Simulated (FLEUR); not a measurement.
# Calculated records

```
! title: GdN: parallel and opposed starts
! method: LDA (VWN) with U = 6.7 eV, J = 0.7 eV on Gd f; all-electron FLAPW, Dirac cores, scalar-relativistic bands (and 1 further level or step)
! program: FLEUR MaX-R8.1
! settings of one run: kmax 3.61 1/bohr, gmax 10.8 1/bohr, muffin tin radii Gd: 2.8, N: 1.66 bohr, lmax Gd: [10, 8], N: [6, 4], hist occupations, smearing width 0.03 eV, mixer Anderson, mixing 0.05, max iterations 130, stop 0.0001 me/bohr³, collinear spin, 8×8×8 k-mesh, double counting FLL, mesh matched on, seeded occupations whole cubic f orbitals, Hund's first rule, starting moments 7 0 μB
! notes: The database entry behind the starting cell differs from later determinations by our own check (about 0.3 % long). The run is spin-polarised, with a total moment of 7.00 μB a cell. Only 3 starts were tried; other patterns of signs, canted and longer-period orders were not.
! lowest state found: ferromagnetic (initial ferro +)
! largest site spin moment: 7.04 μB
! next finished state: antiferromagnetic, 3.79 meV a seeded atom higher
! orbital moment on the atom of largest spin, along its spin (spin–orbit run): 2.0e-5 μB
! spin plus orbital moment: Gd 7.03 μB
CELL_PARAMETERS angstrom
0.00000 2.49950 2.49950
2.49950 0.00000 2.49950
2.49950 2.49950 0.00000
ATOMIC_POSITIONS crystal
Gd 0.00000 0.00000 0.00000
N 0.50000 0.50000 0.50000
```

[Logs and program files are shortened in this print: banners, set-up blocks, solver, clock and traceback lines can be left out without a mark of their own.]

[Logs are printed without paths, hosts, clocks, repeated set-up lines and the standing remarks that a program may print on its own settings, such as how far it seeks lower states.]

[Hosts, paths, dates, database ids (printed as entryN), source tags and the programs' standing remarks are cut or masked in the printed files.]

[Where a cell is said to come from a database of computed structures, the database is the Materials Project.]
